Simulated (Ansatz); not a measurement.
## How fast states decay through NaLiZrN2

Wanted: the relaxed cell of NaLiZrN2, its band edges and its decay constants. It is built by putting Na for part of the Li in the Li2ZrN2 structure of space group P-3m1, with the volume rescaled by atomic radii. The parent structure comes from the Materials Project.

Method: r2SCAN DFT, plane waves, PAW files, in the first sound run; inputs show where later runs differ, in Ansatz 0.2.0.

This is a report of a sequence of runs, with most program output left out.

The structure was built from a prototype and need not be the compound's stable phase.

## Step 1: Set-up

Symmetry: P3m1, No. 156, trigonal system. The conventional cell has a = 3.415 Å, b = 3.415 Å, c = 5.661 Å, α = 90.00°, β = 90.00°, γ = 120.00°. Na has 4 N at 2.17 to 2.23 Å and 3 Li at 2.37 Å nearest. Nearest to Li lie 4 N at 2.17 to 2.23 Å and 3 Na at 2.37 Å. Nearest to Zr lie 6 N at 2.34 Å. N has 3 Li at 2.17 Å and 1 Na at 2.23 Å and 3 Zr at 2.34 Å nearest. N has 3 Na at 2.17 Å and 1 Li at 2.23 Å and 3 Zr at 2.34 Å nearest. It derives from Li2ZrN2. Na for part of the Li in the Li2ZrN2 structure of space group P-3m1. Farther neighbours and most contacts between anions are not listed.

## Step 2: Cell and atoms at rest

The substituted atoms don't fit the parent's cell, so cell and atoms relax together. A small smearing keeps the run stable in case the gap closes on the way.

The input, input.yaml:

```yaml
crystal:
  lattice:
    - [3.4153101861, 0.0, 0.0]
    - [-1.707655093, 2.9577453829, 0.0]
    - [0.0, 0.0, 5.6608955055]
  atoms:
    - { symbol: Na, position: [0.6666666667, 0.3333333333, 0.38357328] }
    - { symbol: Li, position: [0.3333333333, 0.6666666667, 0.61642672] }
    - { symbol: Zr, position: [0.0, 0.0, 0.0] }
    - { symbol: "N", position: [0.6666666667, 0.3333333333, 0.77689523] }
    - { symbol: "N", position: [0.3333333333, 0.6666666667, 0.22310477] }
kpoints:
  mp_grid: { grid: [8, 8, 4] }
scf:
  occupations: { method: gaussian, width: 0.03 }
hamiltonian:
  xc: r2scan
output:
  forces: true
  stress: true
relax:
  f_tol: 0.02
  max_steps: 60
  cell: {}
```

Started as:

```
$ ansatz run input.yaml --threads 2 --pin off --max-ram 4096MiB --backend cpu --events-out ev --progress --plain --runs-dir out
```

The job ended after 54 s (2 threads of Arm Neoverse V2, shared host; peak memory 0.52 GiB; 1.7 min of CPU time).

Step by step:

```csv
step,energy less that of the first step (eV),largest force component (eV/Å),pressure (GPa),volume (Å³)
1,0.0000,2.2992,-1.85,57.18
2,-0.2318,1.3733,7.81,55.11
3,-0.4428,0.8140,2.54,56.82
4,-0.6667,0.9135,-0.81,59.22
5,-0.7749,0.3473,1.13,61.10
6,-0.7709,0.4361,-0.82,62.46
7,-0.7799,0.0655,-0.39,61.98
8,-0.7812,0.1048,0.12,61.69
9,-0.7814,0.0034,-0.01,61.81
10*,-0.7873,0.0034,0.10,61.81
11,-0.7874,0.0021,-0.01,61.96
12*,-0.7874,0.0020,-0.01,61.96
```

Relaxation steps marked * repeat the geometry before them on a plane-wave basis chosen anew for their cell, so energy and pressure can jump there. Relaxation step 6 was tried and not accepted.

The run keeps the 6 symmetry operations that it works with, so distortions that break them were not tested.

```csv
cell as run,before,after,change
a (Å),3.415,3.321,-2.8 %
b (Å),3.415,3.321,-2.8 %
c (Å),5.661,6.488,+14.6 %
volume (Å³/atom),11.44,12.39,+8.4 %
```

The atoms that moved most (Å, as changes of fractional coordinates times the final cell):

```csv
atom,dx,dy,dz,length
Li2,0.000,0.000,0.465,0.465
N5,0.000,0.000,-0.439,0.439
Zr3,0.000,0.000,-0.067,0.067
N4,0.000,0.000,0.064,0.064
Na1,0.000,0.000,-0.023,0.023
```

The relaxed structure:

```xyz
5
Lattice="3.3208 0.0000 0.0000 -1.6604 2.8759 0.0000 0.0000 0.0000 6.4879" Properties=species:S:1:pos:R:3 pbc="T T T"
Na    1.6604    0.9586    2.4656
Li    0.0000    1.9173    4.4643
Zr    0.0000    0.0000   -0.0671
N     1.6604    0.9586    5.1040
N     0.0000    1.9173    1.0090
```

This step gave:

* free energy: -6663.7250 eV
* Fermi energy: 9.459 eV
* pressure: -0.007825 GPa

The largest force component on a free atom ends at 0.0020 eV/Å.

## Step 3: The bulk crystal and its band edges

The energy window and the wavevectors of the next steps follow from the band edges, so these are searched first, off the mesh as well.

The input, input.yaml:

```yaml
crystal:
  lattice:
    - [3.3208103095, 0.0, 0.0]
    - [-1.6604051547, 2.8759060892, 0.0]
    - [0.0, 0.0, 6.48787708]
  atoms:
    - { symbol: Na, position: [0.6666666667, 0.3333333333, 0.3800297265] }
    - { symbol: Li, position: [0.3333333333, 0.6666666667, 0.6880967806] }
    - { symbol: Zr, position: [0.0, 0.0, -0.0103450208] }
    - { symbol: "N", position: [0.6666666667, 0.3333333333, 0.7867043537] }
    - { symbol: "N", position: [0.3333333333, 0.6666666667, 0.1555141601] }
kpoints:
  mp_grid: { grid: [8, 8, 4] }
  band_path: { path: [VBM, CBM], npoints: 30 }
scf:
  occupations: { method: fixed }
hamiltonian:
  xc: r2scan
output:
  eigenvalues: true
  write_potential: true
  write_density: true
  volumetric_format: npy
  elf: true
```

The job ended after 13 s (2 threads; peak memory 0.43 GiB).

Numbers from this step:

* Fermi energy: 8.499 eV
* gap on the k-mesh: 1.920 eV
* gap on path: 1.920 eV, by band count; negative where bands overlap
* direct gap on path: 1.920 eV
* edge places on path: 0, 0 1/A along the path

Levels at VBM (eV): -4.36, -2.77, -2.77, -0.81, 0.00, 0.00, 1.92, 3.36, 3.36, 4.62, 7.82.

Valence density in the ac plane at fractional y = 0.333, with atoms of Na and N within 0.2 Å of it. It is the smooth field of the valence electrons, not physical close to the nuclei.

Values in e/Å³, 24 rows by 14 columns, each cell a mean:
```
 0  1  1  1  0  0  0  0  0  0  0  0  0  0
 0  0  0  0  0  0  0  0  1  1  1  0  0  0
 0  0  0  0  0  0  1  1  1  2  1  1  1  0
 0  0  0  0  0  0  1  2  2  3  3  2  1  1
 0  0  0  0  0  0  1  2  3  3  3  3  1  1
 0  0  0  0  0  0  1  2  3  3  3  2  1  1
 0  0  0  0  0  0  1  1  2  2  2  1  1  0
 0  0  0  0  0  0  0  1  1  1  1  1  0  0
 0  0  0  0  0  0  0  0  0  0  0  0  0  0
 0  0  0  0  0  0  0  0  0  0  0  0  0  0
 0  0  0  0  0  0  0  0  0  0  0  0  0  0
 0  0  0  0  0  0  0  0  0  0  0  0  0  0
 0  0  0  0  0  0  0  1  2  3  3  1  0  0
 0  0  0  0  0  0  0  3  8 13 11  5  1  0
 0  0  0  0  0  0  1  4 12 18 16  8  2  0
 0  0  0  0  0  0  0  3  8 14 12  5  1  0
 0  0  0  0  0  0  0  1  2  3  3  1  0  0
 0  0  0  0  0  0  0  0  0  0  0  0  0  0
 0  0  0  0  0  0  0  0  0  0  0  0  0  0
 0  0  0  0  0  0  0  0  0  0  0  0  0  0
 0  0  1  1  0  0  0  0  0  0  0  0  0  0
 0  1  1  1  0  0  0  0  0  0  0  0  0  0
 0  1  1  1  0  0  0  0  0  0  0  0  0  0
 0  1  1  1  0  0  0  0  0  0  0  0  0  0
```
Columns run along a (3.3 Å), rows up along c (6.5 Å). Atoms in or near the plane, at fractional coordinates: Na at (0.67, 0.38), N at (0.67, 0.79).

ELF in the ac plane at fractional y = 0.333, with atoms of Na and N within 0.2 Å of it. It is the smooth field of the valence electrons, not physical close to the nuclei.

Ten even steps from '_' (0.01) to '@' (0.83), each cell a mean:
```
..::------......::==++****++--....
....::::......::++##%%%%%%%%**==::
::......__..::++%%@@@@@@@@@@@@##==
++::____..--**%%@@@@##++**%%@@@@%%
##--..__..==%%@@@@%%==..::**@@@@@@
##--..__..==%%@@@@@@**----##@@@@@@
**::____..--##@@@@@@@@%%%%@@@@@@%%
++..______::++%%@@@@@@@@@@@@@@@@##
--..______..==**##%%%%%%%%%%%%##**
::..______..--==++==========++====
..__________....______________....
__________________..::::::::______
________________::++********==..__
______________::**##**==++**##==..
____..::..____::**##==::--++##++..
__..--==::____..++##**==++**##--__
..==****++--____..==********--____
==**##%%##**--______::--::..____..
**##%%%%%%##++--..____________..==
**####%%####**==::..________..--++
++++****++++++==::..________..--==
::----------::::....________....::
..::----::::....____......______..
..::------::..____..::::::....__..
```
Columns run along a (3.3 Å), rows up along c (6.5 Å). Atoms in or near the plane, at fractional coordinates: Na at (0.67, 0.38), N at (0.67, 0.79).

Electrostatic potential energy in the ac plane at fractional y = 0.333, with atoms of Na and N within 0.2 Å of it. With pseudopotentials it is smooth inside the atoms' cores, unlike the true potential.

Values in eV, 24 rows by 14 columns, each cell a mean:
```
  0  -5  -7  -6  -2   3   7   9  10  11  11  10   8   5
  2  -1  -3  -2   1   5   8   9   9   9   9   9   9   6
  6   4   2   3   5   7   8   6  -3 -10  -7   1   8   8
  9   7   7   7   8   9   6  -9 -30 -43 -39 -20   0   9
 10   9   8   9  10  10   3 -19 -46 -54 -51 -33  -6   9
 11  10   9   9  10  10   5 -15 -40 -51 -48 -28  -3   9
 11  10   9   9  10  11   9   0 -16 -27 -23  -8   6  11
 11   9   9   9  10  11  11  10   6   2   4   8  11  12
 10   9   9   9  10  11  12  12  12  12  12  12  12  11
 10   9   9   9  10  10  11  11  11  11  11  11  11  11
  9   9   9   9   9   9   9   9   9   8   9   9   9   9
  9   9   9   9   9   8   7   5   3   1   2   4   6   8
  8   9   9   9   9   7   5  -1 -12 -21 -17  -6   2   6
  8   9  10  10   9   6   1 -16 -41 -52 -49 -29  -6   4
  8  10  10  10   9   6  -1 -24 -50 -54 -54 -40 -11   4
  9  10  11  11  10   7   1 -16 -42 -54 -51 -30  -6   5
 10  11  12  12  11   9   6   0 -11 -20 -17  -5   4   8
 11  12  12  12  12  11   9   7   4   2   3   5   8  10
 11  11  11  11  11  11  11  10   9   8   9   9  10  11
 10  10   9   9  10  11  11  11  11  11  11  11  11  11
  9   7   7   7   8   9  10  11  11  11  11  11  11  10
  5   3   2   3   5   7   9  10  11  11  11  10   9   8
  2  -1  -3  -2   1   4   7   9  10  11  10  10   8   6
 -1  -5  -7  -6  -2   3   6   9  10  11  10   9   7   4
```
Columns run along a (3.3 Å; values clipped at the 3rd and 97th percentile), rows up along c (6.5 Å). Atoms in or near the plane, at fractional coordinates: Na at (0.67, 0.38), N at (0.67, 0.79).

The searched edges give 1.92 eV, as on the mesh.

## Step 4: Complex bands

This step: r2SCAN DFT, plane waves, PAW files; complex bands by layer matching along the plane's normal (Ansatz 0.2.0).

The same crystal is laid in a cell whose first two vectors span the (101) plane (indices of the standard conventional cell, whose axes can be ordered otherwise than in the bulk input). At fixed energy and wavevector in the plane the solver finds all kz, real and complex. A few wavevectors are listed, (0, 0) and (0.5, 0) in units of the plane's reciprocal vectors; the slowest state needn't be among them.

The input, input.yaml:

```yaml
crystal:
  lattice:
    - [7.28836951, 0.0, 0.0]
    - [0.756532795, 3.233487164, 0.0]
    - [1.51306559, 1.35123679, 2.629177204]
  atoms:
    - { symbol: Na, position: [0.6199702735, 0.6666666667, 0.0466963932] }
    - { symbol: Li, position: [0.3119032194, 0.3333333333, 0.0214301139] }
    - { symbol: Zr, position: [0.0103450208, 0.0, 0.9896549792] }
    - { symbol: "N", position: [0.2132956463, 0.6666666667, 0.4533710204] }
    - { symbol: "N", position: [0.8444858399, 0.3333333333, 0.4888474934] }
kpoints:
  mp_grid: { grid: [8, 8, 8] }
scf:
  occupations: { method: fixed }
hamiltonian:
  xc: r2scan
output:
  eigenvalues: true
  transmission:
    leads: [[0, 0]]
    kpoints: [[0.0, 0.0], [0.5, 0.0]]
    e_range: [-1.0, 2.92]
    de: 0.1
```

Run time: 30 s. Hardware: 2 threads; peak memory 0.79 GiB.

This step gave:

```yaml
free_energy: -6663.7251 eV
level_to_which_the_leads_are_filled: 0.9599 eV from the Fermi level
decay_constant_at_the_filling_level_zone_centre: 0.2237 Å⁻¹
decay_constant_at_the_filling_level_slowest_listed_point: 0.2237 Å⁻¹
```

K parallel (0, 0); values up to 1.5 1/Å, a degenerate pair printed once or twice; energies at which all values exceed this have no row. Im kz of the slowest decaying states against energy, zero at the highest filled level on the SCF mesh:

```
energy (eV)  decay 1 (Å⁻¹)  decay 2 (Å⁻¹)  decay 3 (Å⁻¹)  decay 4 (Å⁻¹)
      -1.00          0.146          0.236          0.256          0.891
      -0.80          0.870          0.871           1.39           1.47
      -0.70         0.0669          0.132          0.200          0.844
      -0.50          0.190          0.224          0.402          0.783
      -0.40          0.251          0.272          0.460          0.751
      -0.20          0.290          0.361          0.549          0.687
      -0.10          0.306          0.388          0.586          0.658
       0.00        0.00634        0.00716          0.319          0.407
       0.10         0.0904          0.143          0.331          0.421
       0.20          0.125          0.197          0.341          0.431
       0.40          0.169          0.263          0.358          0.441
       0.60          0.197          0.305          0.372          0.443
       0.70          0.207          0.321          0.377          0.442
       0.90          0.221          0.345          0.386          0.434
       1.00          0.224          0.354          0.389          0.429
       1.20          0.223          0.366          0.393          0.414
       1.30          0.218          0.371          0.394          0.404
       1.50          0.198          0.375          0.380          0.393
       1.70          0.157          0.346          0.375          0.388
       1.80          0.120          0.324          0.373          0.383
       2.00          0.260          0.365          0.365          0.402
       2.10          0.204          0.348          0.359          0.397
       2.30          0.279          0.344          0.387          0.730
       2.40          0.322          0.335          0.381          0.720
       2.60          0.109          0.310          0.361          0.369
       2.70          0.145          0.295          0.361          0.372
       2.90          0.176          0.256          0.342          0.384
```

K parallel (0.5, 0); values up to 1.5 1/Å, a degenerate pair printed once or twice; energies at which all values exceed this have no row. The Im kz of the slowest decaying states by energy, zero at the highest filled level on the SCF mesh:

```
energy (eV)  decay 1 (Å⁻¹)  decay 2 (Å⁻¹)  decay 3 (Å⁻¹)  decay 4 (Å⁻¹)
      -1.00          0.249          0.360           1.04           1.18
      -0.70          0.249          0.410           1.02           1.15
      -0.40         0.0330          0.442          0.500          0.996
      -0.20          0.153          0.457          0.596          0.981
       0.00         0.0144         0.0212          0.204          0.467
       0.10         0.0967          0.146          0.222          0.470
       0.40          0.185          0.260          0.266          0.475
       0.70          0.237          0.282          0.324          0.471
       1.00          0.274          0.291          0.356          0.458
       1.20          0.290          0.293          0.368          0.444
       1.50          0.280          0.317          0.376          0.412
       1.80          0.255          0.337          0.363          0.373
       2.10          0.205          0.282          0.353          0.359
       2.30          0.139          0.181          0.343          0.363
       2.60         0.0724          0.308          0.380          0.707
       2.90          0.183          0.252          0.400          0.667
```

At the listed wavevectors the last open channel is at -0.10 eV and the next at +2.00 eV on the grid. At +1.00 eV, the grid energy nearest the filling level (the middle of the gap on the SCF mesh), the slowest state at the listed wavevectors decays with κ = 0.224 Å⁻¹, its amplitude falling by e over 4.5 Å. Through 1 nm of this crystal that state's transmission falls by exp(−2 × 0.224 Å⁻¹ × 10 Å) = 0.011.

## Step 5: The same cell, other settings

This step: r2SCAN DFT, plane waves, PAW files; complex bands by layer matching along the plane's normal; changed: output.transmission.leads = [[0, 2], [1, 4]], scf.max_iter = 75 (Ansatz 0.2.0).

This run repeats an earlier one, its twin (the complex run, plane (101)), with two settings changed (output.transmission.leads, scf.max_iter; files written aside). The setting was drawn as a possible misstep, on purpose.

Edit input.yaml of step 4 so:

```diff
@@ -15,2 +15,3 @@
   occupations: { method: fixed }
+  max_iter: 75
 hamiltonian:
@@ -20,3 +21,3 @@
   transmission:
-    leads: [[0, 0]]
+    leads: [[0, 2], [1, 4]]
     kpoints: [[0.0, 0.0], [0.5, 0.0]]
```

Wall time 0.13 s (2 threads); peak memory 0.1 GiB.

The program refused the input before any cycle.

The program's message: “Error: inconsistent input (output.transmission.leads, crystal): the sites of the lead [2, 0] differ in their species, or no multiple of their step up to half the cell repeats the moments and Hubbard p …”

The change that led to it: output.transmission.leads = [[0, 2], [1, 4]].

## Step 6: Summary of results

```json
{"band gap": "1.92 eV", "least decay constant at mid-gap, normal to (101)": "0.224 Å⁻¹"}
```

What this shows: With r2SCAN, the slowest decay at the wavevectors tried is κ = 0.224 Å⁻¹, normal to (101). Through such a film the transmission near mid-gap falls as exp(−2κd), a factor of ten every 5.1 Å. A free electron under a barrier of half the gap would need a mass of 0.20 mₑ to decay at this rate. The compound is made up by substitution; its stability against other phases and against distortions of the cell's symmetry was not tested. r2SCAN still narrows gaps, if less than LDA and GGA do, so real decay constants are likely larger.

[Logs are printed without paths, hosts, clocks, repeated set-up lines and the standing remarks that a program may print on its own settings, such as how far it seeks lower states.]

[Hosts, paths, dates, database ids (printed as entryN), source tags and the programs' standing remarks are cut or masked in the printed files.]
